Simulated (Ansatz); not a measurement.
# How many bands does the GW gap of HgC2S2N2 (C2/m) need?

Wanted: a G0W0 gap for HgC2S2N2 (C2/m) that is converged in bands and cutoff, or an estimate of the limit.

Calculated with Ansatz 0.2.0; G0W0 on PBE, plane waves, PAW; PAW set soft_1.

## (1) Starting point

Symmetry: C2/m, No. 12, monoclinic system. The conventional cell has a = 10.878 Å, b = 4.042 Å, c = 6.435 Å, α = 90.00°, β = 95.28°, γ = 90.00°. Nearest to Hg lie 2 S at 2.43 Å. Nearest to C lie 1 N at 1.18 Å and 1 S at 1.66 Å. S has 1 C at 1.66 Å and 1 Hg at 2.43 Å nearest. Nearest to N lie 1 C at 1.18 Å. Farther neighbours and most contacts between anions are not listed.

Geometry: measured cell, ions relaxed with PBE. The runs that relaxed it are not among those shown. Spin-orbit coupling is left out unless a step names it.

## (2) 171 empty bands, screening to 66 eV

Now the one-shot GW correction: screening in the RPA, then the self-energy of the levels asked for. This step takes PAW set soft_1 files.

File input.yaml:

```yaml
crystal:
  lattice:
    - [5.439, -2.021, 0.0]
    - [5.439, 2.021, 0.0]
    - [-0.5921680587, 0.0, 6.4076955288]
  atoms:
    - { symbol: Hg, position: [0.0, 0.0, 0.0] }
    - { symbol: C, position: [0.2661513025, 0.2661513025, 0.2233405963] }
    - { symbol: C, position: [0.7338486975, 0.7338486975, 0.7766594037] }
    - { symbol: S, position: [0.1320101513, 0.1320101513, 0.3259806969] }
    - { symbol: S, position: [0.8679898487, 0.8679898487, 0.6740193031] }
    - { symbol: "N", position: [0.3633996325, 0.3633996325, 0.1569129335] }
    - { symbol: "N", position: [0.6366003675, 0.6366003675, 0.8430870665] }
kpoints:
  mp_grid: { grid: [4, 4, 4] }
hamiltonian:
  xc: pbe
  pseudopotentials: { kind: paw, azcp: { folder: soft_1 } }
scf:
  occupations: { method: fixed }
gw:
  n_empty_bands: 171
  ecut_chi: 66
  qp_bands: [v2, c2]
  qp_kpoints: band_edges
  screening: { model: contour_deformation }
```

Run with:

```sh
$ ansatz run input.yaml --threads 3 --pin off --max-ram 92160MiB --backend cuda --events-out ev --progress --plain --runs-dir out --devices 1 --max-vram 13GiB
```

Numbers of over 12 decimals in the logs are rounded to 6 here.

The log of the run:

```text
GPUs: using 1 of 1 available (devices: 1).
Engine: ansatz 0.2.0, x86_64-unknown-linux-gnu
Pseudopotentials: kind: paw
Pseudopotential: Hg, paw, valence charge 20, recommended cutoff 420 eV (normal), soft_1/Hg.paw.azcp
Pseudopotential: C, paw, valence charge 4, recommended cutoff 420 eV (normal), soft_1/C.paw.azcp
Pseudopotential: S, paw, valence charge 6, recommended cutoff 420 eV (normal), soft_1/S.paw.azcp
Pseudopotential: N, paw, valence charge 5, recommended cutoff 420 eV (normal), soft_1/N.paw.azcp
Functional definition: PBE
  parameter kappa = 0.804
  parameter beta = 0.066725
  exchange = pbe_x(kappa = kappa, mu = beta*pi^2/3)
  correlation = pbe_c(beta = beta)
device memory: the entry about to start is reckoned to put 1.6 GiB on a device that reports 62.8 GiB free (of which the cap on the GPU budget leaves the run 13.0 GiB)
GPU FFT provider: cuFFT
GPU libraries: cuBLAS 13.8.2, cuFFT 12.4.0, cuSOLVER 12.3.4
Crystal: 7 atoms, lattice volume = 140.870 Å³
Basis set: ecut = 420 eV, 2761 PW (Γ)
Bands: 32, of which v1, the nominal top of the filled ones, is band 25 counted from 1 (24 counted from 0)
Symmetry: 4 space group operations
Space group: C2/m (ITA 12), of the structure as read, at distance tolerance 5.2e-5 Å
k-points: 24 of 64
Non-local potential: Hg, projectors of the file, l = 0: 3, l = 1: 2, l = 2: 2, l = 3: 1
Non-local potential: C, projectors of the file, l = 0: 2, l = 1: 2, l = 2: 1
Non-local potential: S, projectors of the file, l = 0: 2, l = 1: 2, l = 2: 1
Non-local potential: N, projectors of the file, l = 0: 2, l = 1: 2, l = 2: 1
PAW form: soft (Blöchl's): semilocal exchange-correlation on the pseudo side does not see the compensation charge
PAW one-centre angular grid: Hg, 590 points (default); XC on 64 Gauss nodes
PAW one-centre angular grid: C, 110 points (default); XC on 64 Gauss nodes
PAW one-centre angular grid: S, 110 points (default); XC on 64 Gauss nodes
PAW one-centre angular grid: N, 110 points (default); XC on 64 Gauss nodes
Initial density: superposition of atomic densities (chi_scale 0.1, normalization cell, long waves kept (reshape's long-wave potential 0.21 eV rms))
Initial wavefunctions: pseudopotential atomic-orbital guess
GPU buffer pool allocated for 72000 grid points (all kernels)
GPU transforms: local potential and band sums: pruned to the plane-wave sphere, on 40×40×45
Functional: x = pbe(κ = 0.804, μ = 0.219515), c = pbe(β = 0.066725)
SCF iter   1: F=—  HF=-16889.567485 eV  |F-HF|=—  |Δ(HF+E_count)|=         —  Δρ=7.42e-2  dr2=7.16e0  ethr=3.10e-3  ⟨swp⟩=5.0  Hψ=3172  notcnv=0  defer=94
preconditioner: auto → Resta (q_TF=auto, 2.296 Å⁻¹)  ε∞=4.0  [insulator: Δε(μ)=2.066 eV  Ē_g=11.704 eV  n_scr=24 (ndim 8)  ℏωp=20.3 eV  f_vac=0.054  ε∞_Penn≈4.0]
SCF iter   2: F=—  HF=-16887.647805 eV  |F-HF|=—  |Δ(HF+E_count)|=    1.92e0  Δρ=3.58e-2  dr2=1.13e0  ethr=3.10e-3  ⟨swp⟩=3.0  Hψ=1731  notcnv=0  defer=62
SCF iter   3: F=—  HF=-16887.386575 eV  |F-HF|=—  |Δ(HF+E_count)|=   2.61e-1  Δρ=1.50e-2  dr2=3.68e-1  ethr=2.26e-3  ⟨swp⟩=2.0  Hψ=1521  notcnv=0  defer=112
SCF iter   4: F=—  HF=-16887.316537 eV  |F-HF|=—  |Δ(HF+E_count)|=   7.00e-2  Δρ=4.89e-3  dr2=2.89e-2  ethr=7.36e-4  ⟨swp⟩=2.0  Hψ=1296  notcnv=0  defer=120
SCF iter   5: F=—  HF=-16887.317807 eV  |F-HF|=—  |Δ(HF+E_count)|=   1.27e-3  Δρ=1.28e-3  dr2=3.40e-3  ethr=5.78e-5  ⟨swp⟩=3.0  Hψ=1513  notcnv=0  defer=120
SCF iter   6: F=—  HF=-16887.320350 eV  |F-HF|=—  |Δ(HF+E_count)|=   2.54e-3  Δρ=3.00e-4  dr2=1.74e-4  ethr=6.81e-6  ⟨swp⟩=2.0  Hψ=1138  notcnv=0  defer=120
SCF iter   7: F=—  HF=-16887.320607 eV  |F-HF|=—  |Δ(HF+E_count)|=   2.57e-4  Δρ=6.34e-5  dr2=8.05e-6  ethr=3.47e-7  ⟨swp⟩=2.0  Hψ=1203  notcnv=0  defer=117
SCF iter   8: F=—  HF=-16887.320621 eV  |F-HF|=—  |Δ(HF+E_count)|=   1.41e-5  Δρ=1.88e-5  dr2=7.01e-7  ethr=1.61e-8  ⟨swp⟩=2.0  Hψ=1207  notcnv=0  defer=48
SCF iter   9: F=-16887.320622 eV  HF=-16887.320622 eV  |F-HF|=1.29e-8  |Δ(HF+E_count)|=   1.35e-6  Δρ=7.42e-6  dr2=8.69e-8  ethr=2.00e-10  ⟨swp⟩=11.4  Hψ=3322  notcnv=0
SCF 1 converged in 9 iterations: F = -16887.320622 eV  dr2 = 8.69e-8
  greatest PAW one-centre occupation: 1.000 electrons in one spin orbital (limit 2), on the Hg atom at site 0 (counted from 0), in its partial waves of l = 0
device memory: the entry about to start is reckoned to put 1.6 GiB (of the 1.8 GiB reckoned in all, the device holds 0.2 GiB already) on a device that reports 51.0 GiB free (of which the cap on the GPU budget leaves the run 12.9 GiB)
NSCF: frozen V_eff on 24 k-points, pencils in batches of 32, up to order 128
the band table was solved once the SCF had ended and its energy, with any forces and stress, was formed, with the checks that follow a solve (3506 applications of the Hamiltonian). They found nothing against the state; the energy, forces and stress were not computed again (output.eigenvalues in the input reference)
device memory: the entry about to start is reckoned to put 4.2 GiB on a device that reports 52.5 GiB free (of which the cap on the GPU budget leaves the run 13.0 GiB)
NSCF: frozen V_eff on 24 k-points
G₀W₀ screening: q 1/24
[... further progress lines ...]
device memory: the entry about to start is reckoned to put 0.7 GiB on a device that reports 49.6 GiB free (of which the cap on the GPU budget leaves the run 13.0 GiB)
NSCF: frozen V_eff on 1 k-points
device memory: the entry about to start is reckoned to put 0.7 GiB on a device that reports 49.6 GiB free (of which the cap on the GPU budget leaves the run 13.0 GiB)
NSCF: frozen V_eff on 1 k-points
device memory: the entry about to start is reckoned to put 0.7 GiB on a device that reports 49.6 GiB free (of which the cap on the GPU budget leaves the run 13.0 GiB)
NSCF: frozen V_eff on 1 k-points
SCF converged after 9 iterations
Free energy (F): -16887.320622 eV
Harris-Foulkes:  -16887.320622 eV  (|F-HF|=1.29e-8)
Internal energy: -16887.320622 eV  (E = F + TS)
E sigma→0 (E₀):  -16887.320622 eV
Fermi energy:    3.100719 eV
--- Per-component energies (eV) ---
  E_band       = -707.294865
  E_kinetic    = 1205.385325
  E_local      = -5537.295280  (includes V_loc(G=0)·N_el)
  E_nonlocal   = 274.750700
  E_hartree    = 2274.979206
  E_xc         = -592.441802
  E_vxc        = -669.264111  (∫ρ·V_xc dr)
  E_paw        = -11630.680402  (= ΣΔE_a)
  E_vpaw       = -530.844855  (= ΣTr[D̂ρ^β])
  E_aug_tail   = 0.002217  (compensation charges beyond the density's cutoff)
  E_ewald      = -2882.020586
  E_smearing   = -0.000000  (= −TS)
  E_closure    = -0.000000  (closes the sum)
  Σ components = -16887.320622   (vs F -16887.320622, Δ=0.00e0)
--- Band table (eV; the first three rows and the last of 24) ---
  k-point 0: bands = [... 21 lower, 1.2393, 2.1137, 2.3351, 2.9715, 5.3106, 7.2755, 7.5186, 8.3313, ... 3 higher]
  k-point 1: bands = [... 21 lower, 1.3584, 2.0811, 2.3320, 2.9779, 5.7056, 7.4620, 7.5711, 8.4278, ... 3 higher]
  k-point 2: bands = [... 21 lower, 1.4889, 2.0299, 2.3299, 2.9833, 6.1426, 7.4469, 7.9498, 8.5687, ... 3 higher]
  k-point 23: bands = [... 21 lower, 1.8117, 1.9041, 2.9635, 2.9821, 5.9602, 7.7102, 7.8330, 8.2046, ... 3 higher]
--- G₀W₀: contour deformation, 6 samples at zero and on the imaginary axis and 2 off it, 64 q-points, 171 empty bands' worth ---
  eigenvalues of the whole cell's RPA ε∞ on this k-mesh (on a slab, of 1 + 4πα/V) = 2.6185, 3.2462, 5.2329; static W/v taken at q = 0 is 0.286284
  gw.qp_kpoints: band_edges: 23 of 24 stored k-points solved, in 1 pass; an edge of the gap read off the rows below is read off those points alone
    valence top: of the k-points left out ik 18 came nearest to being solved in a further pass, in band 25 (counted from 1, as in the quasiparticle table): it holds the edge there only if its correction is more favourable than any solved in that band by at least 0.735 eV; those differ by 0.072 eV
    conduction bottom: of the k-points left out ik 18 came nearest to being solved in a further pass, in band 26 (counted from 1, as in the quasiparticle table): it holds the edge there only if its correction is more favourable than any solved in that band by at least 0.532 eV; those differ by 0.223 eV
    ik  band        ε_KS         Σx   Σc(E_QP)       V_xc       Z   E_QP_lin       E_QP  E_QP is
     0    24      2.3351   -18.3543     2.5884   -15.0050  0.7459     1.5596     1.5742  root
     0    25      2.9715   -19.7939     2.4989   -16.5885  0.7567     2.2552     2.2650  root
     0    26      5.3106   -10.9765    -3.2319   -15.2685  0.7963     6.3846     6.3706  root
     0    27      7.2755    -8.3599    -3.6487   -13.2607  0.7820     8.5565     8.5276  root
     1    24      2.3320   -18.4477     2.5914   -15.1068  0.7457     1.5686     1.5827  root
     1    25      2.9779   -19.7209     2.4973   -16.5059  0.7570     2.2500     2.2602  root
     1    26      5.7056   -11.3221    -3.3719   -15.8509  0.7903     6.8821     6.8625  root
     1    27      7.4620    -7.7139    -3.8220   -12.7542  0.7840     8.7093     8.6803  root
     2    24      2.3299   -18.5379     2.5939   -15.2064  0.7455     1.5787     1.5923  root
     2    25      2.9833   -19.6501     2.4963   -16.4246  0.7573     2.2435     2.2541  root
     2    26      6.1426   -11.8281    -3.5683   -16.6795  0.7819     7.4556     7.4257  root
     2    27      7.4469    -7.2652    -3.9211   -12.3383  0.7872     8.6242     8.5989  root
     3    24      2.3173   -19.2663     2.6850   -15.8210  0.7494     1.5431     1.5570  root
     3    25      2.6968   -19.8589     2.5146   -16.6136  0.7583     1.9553     1.9661  root
     3    26      5.5586   -11.1730    -3.3154   -15.6406  0.7922     6.7290     6.7107  root
     3    27      7.2037    -8.1672    -3.6049   -12.9832  0.7871     8.4405     8.4148  root
     4    24      2.3412   -19.4326     2.6720   -16.0179  0.7497     1.5857     1.5986  root
     4    25      2.6730   -19.7528     2.5159   -16.4948  0.7583     1.9195     1.9309  root
     4    26      5.8878   -11.5147    -3.4249   -16.1535  0.7875     7.1244     7.1016  root
     4    27      7.4197    -8.4702    -3.6913   -13.4677  0.7803     8.7593     8.7259  root
     5    24      2.3598   -19.3244     2.6599   -15.9085  0.7502     1.5904     1.6039  root
     5    25      2.6379   -19.8547     2.5259   -16.6034  0.7575     1.9018     1.9124  root
     5    26      5.9291   -11.4951    -3.4212   -16.1368  0.7870     7.1730     7.1497  root
     5    27      7.4526    -8.6462    -3.6779   -13.6028  0.7815     8.7622     8.7314  root
[...]
22    24      2.8775   -19.0594     2.4719   -15.8873  0.7535     2.1674     2.1774  root
    22    25      3.0631   -19.6874     2.4455   -16.5513  0.7581     2.3634     2.3724  root
    22    26      6.1354   -11.2858    -3.5040   -15.9986  0.7865     7.3688     7.3442  root
    22    27      7.6427    -8.5769    -3.9139   -13.9113  0.7683     9.1142     9.0632  root
    23    24      2.9635   -18.9179     2.4270   -15.7923  0.7546     2.2552     2.2649  root
    23    25      2.9821   -19.8532     2.4883   -16.6753  0.7571     2.2833     2.2925  root
    23    26      5.9602   -11.3949    -3.4212   -16.0171  0.7880     7.1835     7.1612  root
    23    27      7.7102    -8.7177    -4.0126   -14.2126  0.7639     9.2519     9.1925  root
```

It took 31 s on 1 × NVIDIA H100 80GB HBM3 (shared by 6 runs) with 3 threads of AMD EPYC 7R13 (Zen 3), shared host; peak memory 1.4 GiB.

Reading the cycles: dr2 is the Hartree energy of the density residual (eV), the measure of convergence; HF is the Harris–Foulkes estimate of the energy, which meets the free energy F at convergence.

Numbers from this step:

```
bands summed                                 : 196
RPA ε∞ on this mesh (eigenvalues)            : 2.618, 3.246, 5.233
plane waves in the screening matrix          : 167
q-points in the mesh                         : 64
G0W0 gap on the mesh                         : 3.960 eV
k of the valence top                         : -0.5, -0.5, 0
k of the conduction bottom                   : 0, 0, 0
starting gap on the mesh                     : 2.210 eV
Z at the valence top                         : 0.7589
Z at the conduction bottom                   : 0.7963
least direct G0W0 gap on the computed points : 4.106 eV
```

The gap on the mesh goes from 2.21 eV to 3.96 eV, a correction of +1.75 eV. Between the two edge states, bare exchange in place of the xc potential would open the gap by 7.42 eV, and correlation takes back 5.67 eV.

## (3) 485 empty bands, screening to 132 eV

Bands and screening cutoff are moved together, since each hides the error of the other.

Changes to input.yaml since step 2:

```diff
@@ -21,4 +21,4 @@
 gw:
-  n_empty_bands: 171
-  ecut_chi: 66
+  n_empty_bands: 485
+  ecut_chi: 132
   qp_bands: [v2, c2]
```

The log of the run:

```text
GPUs: using 1 of 1 available (devices: 1).
[...]
GPU FFT provider: cuFFT
GPU libraries: cuBLAS 13.8.2, cuFFT 12.4.0, cuSOLVER 12.3.4
Crystal: 7 atoms, lattice volume = 140.870 Å³
Basis set: ecut = 420 eV, 2761 PW (Γ)
Bands: 32, of which v1, the nominal top of the filled ones, is band 25 counted from 1 (24 counted from 0)
Symmetry: 4 space group operations
[...]
k-points: 24 of 64
[...]
GPU buffer pool allocated for 72000 grid points (all kernels)
[...]
SCF iter   1: F=—  HF=-16889.567485 eV  |F-HF|=—  |Δ(HF+E_count)|=         —  Δρ=7.42e-2  dr2=7.16e0  ethr=3.10e-3  ⟨swp⟩=5.0  Hψ=3172  notcnv=0  defer=94
[...]
SCF iter   9: F=-16887.320622 eV  HF=-16887.320622 eV  |F-HF|=1.29e-8  |Δ(HF+E_count)|=   1.35e-6  Δρ=7.42e-6  dr2=8.69e-8  ethr=2.00e-10  ⟨swp⟩=11.4  Hψ=3322  notcnv=0
SCF 1 converged in 9 iterations: F = -16887.320622 eV  dr2 = 8.69e-8
[...]
NSCF: frozen V_eff on 24 k-points, pencils in batches of 32, up to order 128
[...]
NSCF: frozen V_eff on 24 k-points
G₀W₀ screening: q 1/24
[... further progress lines ...]
[...]
SCF converged after 9 iterations
Free energy (F): -16887.320622 eV
[...]
Internal energy: -16887.320622 eV  (E = F + TS)
E sigma→0 (E₀):  -16887.320622 eV
Fermi energy:    3.100719 eV
[...]
--- Band table (eV; the first three rows and the last of 24) ---
  k-point 0: bands = [... 21 lower, 1.2393, 2.1137, 2.3351, 2.9715, 5.3106, 7.2755, 7.5186, 8.3313, ... 3 higher]
  k-point 1: bands = [... 21 lower, 1.3584, 2.0811, 2.3320, 2.9779, 5.7056, 7.4620, 7.5711, 8.4278, ... 3 higher]
  k-point 2: bands = [... 21 lower, 1.4889, 2.0299, 2.3299, 2.9833, 6.1426, 7.4469, 7.9498, 8.5687, ... 3 higher]
  k-point 23: bands = [... 21 lower, 1.8117, 1.9041, 2.9635, 2.9821, 5.9602, 7.7102, 7.8330, 8.2046, ... 3 higher]
[...]
0    24      2.3351   -18.3543     2.2753   -15.0050  0.7416     1.2303     1.2611  root
     0    25      2.9715   -19.7939     2.1490   -16.5885  0.7515     1.8922     1.9151  root
     0    26      5.3106   -10.9765    -3.5374   -15.2685  0.7912     6.0717     6.0652  root
     0    27      7.2755    -8.3599    -3.9469   -13.2607  0.7772     8.2451     8.2293  root
     1    24      2.3320   -18.4477     2.2760   -15.1068  0.7414     1.2370     1.2672  root
     1    25      2.9779   -19.7209     2.1499   -16.5059  0.7518     1.8894     1.9128  root
     1    26      5.7056   -11.3221    -3.6989   -15.8509  0.7850     6.5445     6.5355  root
     1    27      7.4620    -7.7139    -4.1100   -12.7542  0.7796     8.4081     8.3921  root
[...]
23    24      2.9635   -18.9179     2.0739   -15.7923  0.7495     1.8889     1.9118  root
    23    25      2.9821   -19.8532     2.1342   -16.6753  0.7519     1.9165     1.9384  root
    23    26      5.9602   -11.3949    -3.7604   -16.0171  0.7826     6.8323     6.8220  root
    23    27      7.7102    -8.7177    -4.3528   -14.2126  0.7584     8.8839     8.8523  root
```

Elapsed: 83 s, on 1 × NVIDIA H100 80GB HBM3 (shared by 6 runs) with 3 threads; peak memory 2.7 GiB.

Numbers from this step:

* bands summed: 510
* RPA ε∞ on this mesh (eigenvalues): 2.609, 3.229, 5.161
* plane waves in the screening matrix: 487
* q-points in the mesh: 64
* G0W0 gap on the mesh: 4.010 eV
* k of the valence top: -0.5, -0.5, 0
* k of the conduction bottom: 0, 0, 0
* starting gap on the mesh: 2.210 eV
* Z at the valence top: 0.7536
* Z at the conduction bottom: 0.7912
* least direct G0W0 gap on the computed points: 4.150 eV

Against the run with 4×4×4 mesh, 171 empty bands, screening to 66 eV, PAW set soft_1 files, the gap moves by +0.05 eV.

## (4) 1043 empty bands, screening to 220 eV

Changes to input.yaml since step 3:

```diff
@@ -21,4 +21,4 @@
 gw:
-  n_empty_bands: 485
-  ecut_chi: 132
+  n_empty_bands: 1043
+  ecut_chi: 220.0
   qp_bands: [v2, c2]
```

The log of the run:

```text
GPUs: using 1 of 1 available (devices: 1).
[...]
GPU FFT provider: cuFFT
GPU libraries: cuBLAS 13.8.2, cuFFT 12.4.0, cuSOLVER 12.3.4
Crystal: 7 atoms, lattice volume = 140.870 Å³
Basis set: ecut = 420 eV, 2761 PW (Γ)
Bands: 32, of which v1, the nominal top of the filled ones, is band 25 counted from 1 (24 counted from 0)
Symmetry: 4 space group operations
[...]
k-points: 24 of 64
[...]
1    27      7.4620    -7.7139    -4.2390   -12.7542  0.7783     8.2747     8.2632  root
[...]
23    24      2.9635   -18.9179     1.9057   -15.7923  0.7482     1.7117     1.7436  root
    23    25      2.9821   -19.8532     1.9637   -16.6753  0.7504     1.7371     1.7679  root
    23    26      5.9602   -11.3949    -3.9254   -16.0171  0.7811     6.6634     6.6569  root
    23    27      7.7102    -8.7177    -4.5018   -14.2126  0.7565     8.7261     8.7033  root
[key lines of the parts left out:]
SCF converged after 9 iterations
Free energy (F): -16887.320622 eV
Fermi energy:    3.100719 eV
```

Run time: 3.3 min. Hardware: 1 × NVIDIA H100 80GB HBM3 (shared by 6 runs) with 3 threads; peak memory 6.8 GiB.

Numbers from this step:

| Property | Result |
| --- | --- |
| bands summed | 1068 |
| RPA ε∞ on this mesh (eigenvalues) | 2.608, 3.227, 5.150 |
| plane waves in the screening matrix | 1023 |
| G0W0 gap on the mesh | 4.028 eV |
| k of the valence top | -0.5, -0.5, 0 |
| k of the conduction bottom | 0, 0, 0 |
| starting gap on the mesh | 2.210 eV |
| least direct G0W0 gap on the computed points | 4.166 eV |

Against the run with 4×4×4 mesh, 485 empty bands, screening to 132 eV, PAW set soft_1 files, the gap moves by +0.018 eV.

[end of part 1 of 2]

[Paths, hosts, dates, memory and timing lines, banners, echoed tables and standing remarks are left out of the program output.]

[Logs are printed without paths, hosts, clocks, repeated set-up lines and the standing remarks that a program may print on its own settings, such as how far it seeks lower states.]

[Runs of the session that timed out or met a known fault of the program may be left out.]

[Cells called generated may have been cut or substituted from an entry of the Crystallography Open Database or the Materials Project.]

[Hosts, paths, dates, database ids (printed as entryN), source tags and the programs' standing remarks are cut or masked in the printed files.]
